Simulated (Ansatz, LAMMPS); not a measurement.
## Glassy 73SiO2-12SrO-7K2O-7P2O5 (mol %) (130 atoms): geometry optimisation

Wanted: the relaxed structure of glassy 73SiO2-12SrO-7K2O-7P2O5 (mol %) (130 atoms) and its electronic structure.

Method: Kohn-Sham DFT, PBE, PAW (set soft_2), plane waves, in Ansatz 0.2.0.

Most raw output is cut from this account.

## Step 1: The structure

The cell holds 130 atoms: 30 Si, 5 Sr, 6 K, 6 P and 83 O. Its edges and angles: a = 12.442 Å, b = 12.442 Å, c = 12.442 Å, α = 90.0°, β = 90.0°, γ = 90.0°. 130 atoms (30 Si, 5 Sr, 6 K, 6 P, 83 O) placed at random at 2.55 g/cm³, melted at 4000 K for 10 ps at fixed volume with the Morse and Coulomb pair potential with partial charges (Pedone, Malavasi, Menziani, Cormack and Segre, J. Phys. Chem. B 110, 11780 (2006)). Quenched from 4000 K to 300 K at 50 K/ps and fixed volume, held 10 ps at zero pressure, then minimised at fixed cell.

Limits known from the start: The quench rate of 50 K/ps is many orders above laboratory rates, so the cell is likely richer in defects and strain than a real sample. The starting topology of bonds comes from the classical model. Sampling is at Γ alone, for a cell whose shortest periodic width is 12 Å.

## Step 2: The classical run that made the cell

A classical potential supplies the starting structure, since it reaches far longer times than DFT.

This step: classical MD, Morse and Coulomb pair potential with partial charges (Pedone, Malavasi, Menziani, Cormack and Segre, J. Phys. Chem. B 110, 11780 (2006)) (LAMMPS 22 Jul 2025 - Update 4).

in.lmp reads:

```
# melt-quench of Si30Sr5K6P6O83
units metal
atom_style charge
boundary p p p
region box block 0 12.5378 0 12.5378 0 12.5378
create_box 5 box
mass 1 28.0850   # Si
mass 2 87.6200   # Sr
mass 3 39.0983   # K
mass 4 30.9738   # P
mass 5 15.9990   # O
create_atoms 1 random 30 96798 NULL overlap 1.5 maxtry 2000
create_atoms 2 random 5 96805 NULL overlap 1.5 maxtry 2000
create_atoms 3 random 6 96812 NULL overlap 1.5 maxtry 2000
create_atoms 4 random 6 96819 NULL overlap 1.5 maxtry 2000
create_atoms 5 random 83 96826 NULL overlap 1.5 maxtry 2000
pair_style hybrid/overlay pedone 5.5 coul/long 8.0
pair_coeff * * coul/long
pair_coeff 1 5 pedone 0.340554 2.006700 2.100000 1   # Si-O
pair_coeff 2 5 pedone 0.019623 1.886000 3.328330 3   # Sr-O
pair_coeff 3 5 pedone 0.011612 2.062605 3.305308 5   # K-O
pair_coeff 4 5 pedone 0.831326 2.585833 1.800790 1   # P-O
pair_coeff 5 5 pedone 0.042395 1.379316 3.618701 22   # O-O
set type 1 charge 2.4
set type 2 charge 1.2
set type 3 charge 0.6
set type 4 charge 3
set type 5 charge -1.2
kspace_style pppm 1.0e-4
neigh_modify delay 0 every 1 check yes
thermo_style custom step time temp pe press density
thermo_modify norm yes
timestep 0.002
thermo 100
# [... 18 lines left out ...]
thermo 1666
fix md all npt temp 300 300 0.2 iso 0 0 2
run 5000 post no
unfix md
thermo 100
min_style cg
minimize 0 1e-3 2000 20000
write_dump all custom glass.dump id type xs ys zs modify sort id
```

On the command line:

```console
lmp -in in.lmp -log none -nocite
```

Run time: 28 s. Hardware: 1 thread of Arm Neoverse V2, shared host; peak memory 0.07 GiB.

## Step 3: Single point at the start

A single point comes first, to see the forces before anything moves.

input.yaml reads:

```yaml
crystal:
  lattice:
    - [12.44197, 0.0, 0.0]
    - [0.0, 12.44197, 0.0]
    - [0.0, 0.0, 12.44197]
  atoms:
    - { symbol: Si, position: [0.679, 0.64884, 0.37488] }
    - { symbol: Si, position: [0.72286, 0.28516, 0.11365] }
    - { symbol: Si, position: [0.04865, 0.19834, 0.8714] }
    - { symbol: Si, position: [0.74646, 0.10106, 0.75254] }
    - { symbol: Si, position: [0.70398, 0.99732, 0.96027] }
    - { symbol: Si, position: [0.58579, 0.87887, 0.38844] }
    - { symbol: Si, position: [0.30744, 0.09506, 0.58724] }
    - { symbol: Si, position: [0.66802, 0.58059, 0.9741] }
    - { symbol: Si, position: [0.81514, 0.29821, 0.87136] }
    - { symbol: Si, position: [0.78348, 0.50808, 0.18735] }
    - { symbol: Si, position: [0.05461, 0.27889, 0.44574] }
    - { symbol: Si, position: [0.08286, 0.03528, 0.03773] }
    - { symbol: Si, position: [0.51354, 0.40888, 0.88183] }
    - { symbol: Si, position: [0.19106, 0.87387, 0.39565] }
    - { symbol: Si, position: [0.07787, 0.68002, 0.27955] }
    - { symbol: Si, position: [0.85755, 0.07673, 0.1494] }
    - { symbol: Si, position: [0.90908, 0.65693, 0.46607] }
    - { symbol: Si, position: [0.52349, 0.18335, 0.00773] }
    - { symbol: Si, position: [0.55156, 0.80161, 0.99193] }
    - { symbol: Si, position: [0.77342, 0.04584, 0.37996] }
    - { symbol: Si, position: [0.43735, 0.87868, 0.20165] }
    - { symbol: Si, position: [0.13068, 0.37083, 0.04197] }
    - { symbol: Si, position: [0.10253, 0.95677, 0.61366] }
    - { symbol: Si, position: [0.02819, 0.43926, 0.25333] }
    - { symbol: Si, position: [0.18509, 0.29164, 0.67132] }
    - { symbol: Si, position: [0.50846, 0.5281, 0.52318] }
    - { symbol: Si, position: [0.51199, 0.10244, 0.6994] }
    - { symbol: Si, position: [0.21781, 0.11289, 0.34772] }
    - { symbol: Si, position: [0.91484, 0.11239, 0.56308] }
    - { symbol: Si, position: [0.31537, 0.08682, 0.1304] }
    - { symbol: Sr, position: [0.77737, 0.53917, 0.68266] }
    - { symbol: Sr, position: [0.9231, 0.57905, 0.91846] }
    [... 92 atom lines left out ...]
    - { symbol: O, position: [0.0569, 0.85697, 0.68685] }
    - { symbol: O, position: [0.60185, 0.23867, 0.10581] }
    - { symbol: O, position: [0.09372, 0.55305, 0.26345] }
    - { symbol: O, position: [0.22102, 0.00717, 0.63956] }
    - { symbol: O, position: [0.14213, 0.68162, 0.67944] }
    - { symbol: O, position: [0.54504, 0.40349, 0.56735] }
kpoints:
  mp_grid: { grid: [1, 1, 1] }
hamiltonian:
  xc: pbe
scf:
  occupations: { method: fermi_dirac, width: 0.025 }
output:
  forces: true
  stress: true
  populations: true
  dos:
    method: { smearing: { sigma: 0.08 } }
    de: 0.1
    projected: { site_lists: { K: [K], O: [O], P: [P], Si: [Si], Sr: [Sr] } }
  eigenvalues: true
```

On the command line:

```console
ansatz run input.yaml --threads 4 --pin off --max-ram 8192MiB --backend cpu --events-out ev --progress --plain --runs-dir out
```

The job ended after 41 s (4 threads of Arm Neoverse V2, shared host; peak memory 2.9 GiB).

Numbers from this run:

```
free energy                                      : -97778.9084 eV
free energy per atom                             : -752.1454 eV/atom
SCF cycles                                       : 9
pressure                                         : 4.037 GPa
r.m.s. force component                           : 0.9905 eV/Å
longest force                                    : 3.928 eV/Å
Fermi energy                                     : 5.78 eV
gap (highest filled to lowest empty level) : 2.73 eV
spilling of the projection                       : 0.01367
```

The r.m.s. force component of 0.99 eV/Å and the pressure of 4.0 GPa set the starting point.

Length of the force by element:

```tsv
element	coordination	atoms	mean length of the force (eV/Å)	spread	least	most
K	all	6	0.410	0.206	0.195	0.757
O	all	83	1.50	0.693	0.276	3.36
P	all	6	2.43	0.959	0.813	3.93
Si	all	30	1.72	0.648	0.559	2.95
Sr	all	5	1.48	0.513	1.08	2.34
```

## Step 4: Relaxation

With the cell held, the atoms are moved downhill towards a nearby minimum.

input.yaml, the sections that differ from step 3:

```yaml
output:
  forces: true
relax:
  f_tol: 0.05
  max_steps: 195
# crystal, kpoints, hamiltonian, scf: as in step 3
```

Run time: 7 min. Hardware: 4 threads; peak memory 2.9 GiB; 27 min of CPU time.

Relaxation path (22 of 23):

```tsv
step	energy less that of the first step (eV)	largest force component (eV/Å)
1	0.0000	3.5996
2	-3.4794	2.4253
3	-6.2139	1.1579
4	-6.8860	0.7155
5	-7.2794	0.4539
6	-7.4370	0.4112
7	-7.5354	0.2764
8	-7.6089	0.2911
9	-7.7057	0.3291
10	-7.7858	0.4207
11	-7.8789	0.7006
13	-8.1100	0.9071
14	-8.2141	0.9175
15	-8.3027	0.7917
16	-8.3695	0.3158
17	-8.4051	0.1971
18	-8.4158	0.1074
19	-8.4223	0.0712
20	-8.4272	0.0887
21	-8.4305	0.1106
22	-8.3660	0.3452
23	-8.4362	0.0364
```

Relaxation step 22 was tried and not accepted.

The atoms that moved most (Å):

```tsv
atom	dx	dy	dz	length
O96	1.868	-0.006	-0.160	1.875
O107	0.669	0.966	-0.295	1.212
O57	-0.574	0.149	1.049	1.205
O118	0.783	-0.836	-0.149	1.155
O55	0.859	0.349	-0.145	0.939
P43	0.905	-0.101	-0.216	0.936
O115	0.288	0.753	0.296	0.859
O49	0.583	-0.476	-0.063	0.756
```

The relaxation changed the energy by -64.9 meV/atom, and atoms moved by 0.39 Å r.m.s., 1.9 Å at most.

## Step 5: Distances and neighbours after relaxation

Density 2.61 g/cm³, 14.82 Å³ an atom.

g(r), total and by pair (bins of 0.2 Å):

```tsv
r (Å)	total	O-O	O-Si	O-K	O-P	O-Sr	Si-Si
1.40	0.12	0.00	0.00	0.00	2.12	0.00	0.00
1.60	4.73	0.00	13.44	0.00	13.13	0.00	0.00
1.80	0.09	0.00	0.31	0.00	0.00	0.00	0.00
2.00	0.00	0.00	0.00	0.00	0.00	0.00	0.00
2.20	0.00	0.00	0.00	0.00	0.00	0.00	0.00
2.40	0.39	0.40	0.00	0.25	0.00	4.22	0.00
2.60	2.15	4.71	0.00	2.06	0.00	2.21	0.00
2.80	1.05	2.04	0.00	1.73	0.00	1.41	0.62
3.00	0.72	0.39	0.13	2.71	0.17	0.41	4.11
3.20	0.72	0.57	0.42	0.75	0.62	0.00	3.85
3.40	0.82	0.75	1.06	0.66	1.20	0.33	0.15
3.60	0.92	0.72	1.31	0.82	1.30	0.69	0.00
3.80	1.02	0.66	1.54	0.95	0.63	0.53	0.12
4.00	1.17	0.64	1.85	0.66	1.71	1.14	0.43
4.20	1.31	0.95	2.01	1.04	1.14	1.04	0.96
4.40	0.91	0.81	1.06	0.71	1.19	1.33	0.98
4.60	0.94	1.11	0.49	1.38	1.23	0.87	1.69
4.80	1.08	1.27	0.80	1.27	1.00	1.36	0.66
5.00	1.27	1.65	0.70	1.80	1.11	1.41	1.43
5.20	1.01	1.20	0.78	0.91	0.62	1.09	1.44
5.40	0.88	1.01	0.61	1.06	0.95	0.77	1.41
5.60	0.88	0.77	1.00	0.99	0.78	1.01	0.76
5.80	0.95	0.80	1.15	0.86	0.64	1.00	1.27
6.00	0.94	0.89	1.06	0.81	0.94	0.73	0.65
```

## Step 6: Single point at the relaxed geometry

The electronic structure is read at the final geometry, in a run of its own.

input.yaml reads:

```yaml
crystal:
  lattice:
    - [12.44197, 0.0, 0.0]
    - [0.0, 12.44197, 0.0]
    - [0.0, 0.0, 12.44197]
  atoms:
    - { symbol: Si, position: [0.69709, 0.64045, 0.37866] }
    - { symbol: Si, position: [0.72315, 0.28514, 0.10558] }
    - { symbol: Si, position: [0.04487, 0.1933, 0.88033] }
    - { symbol: Si, position: [0.73579, 0.11722, 0.73978] }
    - { symbol: Si, position: [0.69519, 0.0072, 0.9454] }
    - { symbol: Si, position: [0.57646, 0.8552, 0.39349] }
    - { symbol: Si, position: [0.29834, 0.09634, 0.58706] }
    - { symbol: Si, position: [0.66537, 0.58595, 0.96804] }
    - { symbol: Si, position: [0.81935, 0.30313, 0.8675] }
    - { symbol: Si, position: [0.78435, 0.50483, 0.18066] }
    - { symbol: Si, position: [0.04861, 0.2639, 0.44013] }
    - { symbol: Si, position: [0.07851, 0.02741, 0.04019] }
    - { symbol: Si, position: [0.50412, 0.41875, 0.87835] }
    - { symbol: Si, position: [0.2015, 0.86369, 0.4077] }
    - { symbol: Si, position: [0.08162, 0.67841, 0.29676] }
    - { symbol: Si, position: [0.84759, 0.07306, 0.14242] }
    - { symbol: Si, position: [0.90876, 0.65971, 0.48542] }
    - { symbol: Si, position: [0.52175, 0.19096, 0.00705] }
    - { symbol: Si, position: [0.54968, 0.8102, 0.98753] }
    - { symbol: Si, position: [0.75736, 0.03364, 0.37212] }
    - { symbol: Si, position: [0.44318, 0.87054, 0.19918] }
    - { symbol: Si, position: [0.12782, 0.37316, 0.03712] }
    - { symbol: Si, position: [0.10118, 0.94658, 0.61201] }
    - { symbol: Si, position: [0.02922, 0.43922, 0.25147] }
    - { symbol: Si, position: [0.16901, 0.28195, 0.67354] }
    - { symbol: Si, position: [0.54888, 0.54446, 0.52499] }
    - { symbol: Si, position: [0.49535, 0.12063, 0.69968] }
    - { symbol: Si, position: [0.21386, 0.09723, 0.3474] }
    - { symbol: Si, position: [0.90679, 0.09532, 0.54722] }
    - { symbol: Si, position: [0.31605, 0.07909, 0.13196] }
    - { symbol: Sr, position: [0.75782, 0.53395, 0.68897] }
    - { symbol: Sr, position: [0.92688, 0.59078, 0.93354] }
    [... 92 atom lines left out ...]
    - { symbol: O, position: [0.07039, 0.8547, 0.70365] }
    - { symbol: O, position: [0.59804, 0.24067, 0.10581] }
    - { symbol: O, position: [0.09908, 0.55087, 0.26948] }
    - { symbol: O, position: [0.21777, 0.00393, 0.643] }
    - { symbol: O, position: [0.12961, 0.66074, 0.6636] }
    - { symbol: O, position: [0.50138, 0.42786, 0.58207] }
kpoints:
  mp_grid: { grid: [1, 1, 1] }
hamiltonian:
  xc: pbe
scf:
  occupations: { method: fermi_dirac, width: 0.025 }
output:
  forces: true
  stress: true
  populations: true
  dos:
    method: { smearing: { sigma: 0.15 } }
    de: 0.1
    projected: { site_lists: { K: [K], O: [O], P: [P], Si: [Si], Sr: [Sr] } }
  eigenvalues: true
  write_density: true
  write_potential: true
  volumetric_format: npy
```

Elapsed: 45 s, on 4 threads; peak memory 2.9 GiB; 2.9 min of CPU time.

The program notes that the exchange-correlation potential is rough where the density is thin.

The run gave:

```
free energy                                      : -97787.3446 eV
free energy per atom                             : -752.2103 eV/atom
SCF cycles                                       : 9
pressure                                         : 0.04222 GPa
r.m.s. force component                           : 0.00838 eV/Å
longest force                                    : 0.03846 eV/Å
Fermi energy                                     : 5.598 eV
gap (highest filled to lowest empty level) : 3.456 eV
spilling of the projection                       : 0.01359
```

Löwdin charges by element (they lack the spilled electrons, 0.079 e an atom on average):

```tsv
element	coordination	atoms	mean charge (e)	spread	least	most
K	all	6	0.856	0.0141	0.832	0.874
O	all	83	-0.830	0.0762	-1.06	-0.740
P	all	6	2.14	0.0159	2.12	2.16
Si	all	30	1.74	0.0462	1.63	1.79
Sr	all	5	1.8	0.0139	1.79	1.83
```

Density of states as counts of states in windows of 1 eV (from the Fermi level), total and the larger projections:

```tsv
from (eV)	to (eV)	total	O p	Si p	K p
-14	-13	25.7	0.4	0.1	25.0
-13	-12	17.1	9.2	0.5	2.5
-12	-11	17.2	11.3	1.0	0.0
-11	-10	18.9	13.0	1.7	0.0
-10	-9	29.3	21.5	4.4	0.0
-9	-8	39.0	30.0	7.1	0.0
-8	-7	30.6	22.9	2.0	0.0
-7	-6	62.7	52.3	4.3	0.1
-6	-5	90.8	81.5	3.5	0.1
-5	-4	94.8	88.6	1.8	0.1
-4	-3	61.0	57.8	0.9	0.1
-3	-2	35.0	33.2	0.7	0.1
-2	-1	3.9	3.7	0.1	0.0
-1	1	0.0	0.0	0.0	0.0
1	2	2.0	0.0	0.1	0.0
2	3	3.7	0.3	0.4	0.0
3	4	18.7	1.5	3.0	0.0
4	5	45.3	3.8	10.7	0.0
```

Between -26 and -14 eV lie 204 more states.

The levels nearest the highest filled one (over half full), pooled over k-points and spins:

```tsv
level less the highest filled one (eV)	occupation
-0.714	2
-0.699	2
-0.678	2
-0.573	2
-0.139	2
0	2
3.46	0
4.55	0
4.63	0
4.76	0
4.97	0
5.05	0
```

Valence density in the ab plane at fractional z = 0.375, with atoms of Si and K and P and O within 0.2 Å of it. It is the smooth field of the valence electrons, not physical close to the nuclei.

Values in e/Å³, 13 rows by 16 columns, each cell a mean:
```
0.0 0.1 0.8 1.3 0.2 0.0 0.0 0.3 0.4 0.2 1.7 2.2 0.3 0.1 0.1 0.0
0.0 0.1 0.3 0.3 0.2 0.1 0.1 0.3 0.5 0.3 1.2 1.1 0.1 0.0 0.0 0.0
0.1 0.1 1.2 1.3 0.2 0.1 0.0 0.1 0.2 1.0 0.7 0.1 0.0 0.0 0.0 0.1
1.4 0.3 2.1 2.1 0.1 0.0 0.0 0.0 0.2 2.6 2.1 0.3 0.3 0.2 0.3 2.6
1.5 0.2 0.2 0.1 0.0 0.1 0.1 0.1 0.1 0.3 0.4 0.2 0.3 0.1 0.3 2.9
0.1 0.1 0.0 0.0 0.2 0.4 0.4 0.4 0.1 0.2 0.6 0.3 0.1 0.0 0.0 0.1
0.1 0.1 0.0 0.1 0.4 0.4 0.6 0.3 0.0 0.1 0.4 0.1 0.0 0.0 0.0 0.0
2.3 0.4 0.0 0.0 0.1 0.6 2.7 1.1 0.1 0.0 0.0 0.2 0.5 0.1 0.0 0.7
3.6 0.6 0.0 0.0 0.0 0.2 1.2 0.6 0.0 0.0 0.0 0.7 2.5 0.8 0.1 1.0
0.3 0.5 0.3 0.0 0.0 0.0 0.1 0.8 0.8 0.1 0.1 0.2 0.5 0.2 0.0 0.1
0.3 3.6 2.5 0.3 0.1 0.0 0.3 2.7 2.8 0.3 1.2 2.6 0.3 0.0 0.0 0.1
0.1 0.8 0.8 0.3 0.4 0.1 0.1 0.4 0.4 0.1 1.4 3.2 0.6 0.1 0.0 0.0
0.0 0.0 0.4 0.6 0.2 0.0 0.0 0.0 0.0 0.0 0.2 0.4 0.2 0.3 0.1 0.0
```
Columns run along a (12.4 Å), rows up along b (12.4 Å). Atoms in or near the plane, at fractional coordinates: Si at (0.70, 0.64), Si at (0.76, 0.03), K at (0.49, 0.19), P at (0.36, 0.49), O at (0.11, 0.17), O at (0.70, 0.14), O at (0.02, 0.37), O at (0.98, 0.68).

Electrostatic potential energy in the ab plane at fractional z = 0.375, with atoms of Si and K and P and O within 0.2 Å of it. With pseudopotentials it is smooth inside the atoms' cores, unlike the true potential.

Values in eV, 13 rows by 16 columns, each cell a mean:
```
 10   9  -1 -10   5   9  10   8   4   2 -10 -19  -6   5  10  10
  9   6 -16 -37  -6   8   9   6 -19 -38 -14  -2   9   9  10  10
  9   6 -11 -20   2   9   9   7  -7 -26  -4   8   9  10  10  10
 -6   1 -15 -13   9  10  10   9   8 -20 -19  -5   5   8   7 -16
 -8  -1   5   9  10   9   9  10  10   4 -26 -43  -7   7   5 -19
  8   8   9  10   7  -6  -4   7   9   7  -5 -12   3   8   8   8
  8   9  10  10   0 -41 -34   4   9   9   7   7   7   8   9   9
-14   6  10  10   7  -6 -25  -2  10   9   8   4  -2   4   8   2
-28   0   8  10  10  10  -2   5   8   8   7  -6 -30  -7   7  -2
 -8  -6   5   8   9   9   6  -6  -7   5   8   5  -2   4   8   5
  3 -29 -19  -2   4   7   2 -31 -32   3  -1 -14   8   9   9   8
  9   0 -14 -41 -14   6   6  -1  -1   8  -3 -26  -9   4   9   9
 10   8   0 -13   0   8   9   8   8   9   6 -27 -43  -6   9  10
```
Columns run along a (12.4 Å; values clipped at the 3rd and 97th percentile), rows up along b (12.4 Å). Atoms in or near the plane, at fractional coordinates: Si at (0.70, 0.64), Si at (0.76, 0.03), K at (0.49, 0.19), P at (0.36, 0.49), O at (0.11, 0.17), O at (0.70, 0.14), O at (0.02, 0.37), O at (0.98, 0.68).

Mean Löwdin charges: K +0.86, O -0.83, P +2.14, Si +1.74, Sr +1.80 e (they miss 1.4 % of the electrons, so they add up to more than the cell's charge).

Local excerpt of 13 atoms (numbers count through the whole input) about Sr34, one of the 5 Sr atoms; x, y, z are measured from there.

```tsv
atom	x	y	z	distance (Å)	Löwdin charge (e)
Sr34	0.00	0.00	0.00	0.00	1.80
O88	1.24	0.82	1.80	2.34	-0.93
O116	0.06	-2.04	1.19	2.36	-1.00
O84	1.87	-0.96	-1.33	2.49	-0.97
O86	-2.27	-1.09	0.33	2.54	-1.06
O50	-1.69	1.84	0.55	2.56	-0.92
Si22	-1.51	-2.29	1.12	2.96	1.63
O93	-0.65	-1.98	-2.87	3.55	-1.00
Si13	3.17	-1.72	-0.86	3.71	1.69
P46	1.93	0.93	3.13	3.79	2.12
Sr33	0.67	-0.25	-3.77	3.84	1.79
K38	2.24	-2.03	2.42	3.87	0.85
P47	-2.54	2.73	1.43	3.99	2.15
```

## Step 7: Summary of results

* energy change in the relaxation: -64.89 meV/atom
* r.m.s. displacement: 0.391 Å
* largest displacement: 1.875 Å
* free energy per atom: -752.2103 eV/atom
* pressure: 0.04222 GPa
* r.m.s. force component: 0.00838 eV/Å
* gap (highest filled to lowest empty level): 3.456 eV
* wall time of the 3 DFT runs: 8.4 min

**Reading.** Relaxation lowers the energy by 64.9 meV/atom and moves atoms by 0.39 Å r.m.s.; the r.m.s. force component goes from 0.99 to 0.0084 eV/Å, the pressure goes from 4.0 to 0.042 GPa, and the gap from 2.73 to 3.46 eV. From the first step to the last the energy fell by 8.436 eV, and the largest move was 1.88 Å (O96). The highest filled and lowest empty levels differ by 3.46 eV (at Γ alone); a semilocal functional tends to put such gaps too low. In a disordered cell it changes from sample to sample, and tail or defect levels can set it.

**Limits.** The network of bonds at the start is that of the classical potential that made the cell; in DFT atoms moved by 0.39 Å r.m.s.

[Logs are printed without paths, hosts, clocks, repeated set-up lines and the standing remarks that a program may print on its own settings, such as how far it seeks lower states.]

[Hosts, paths, dates, database ids (printed as entryN), source tags and the programs' standing remarks are cut or masked in the printed files.]
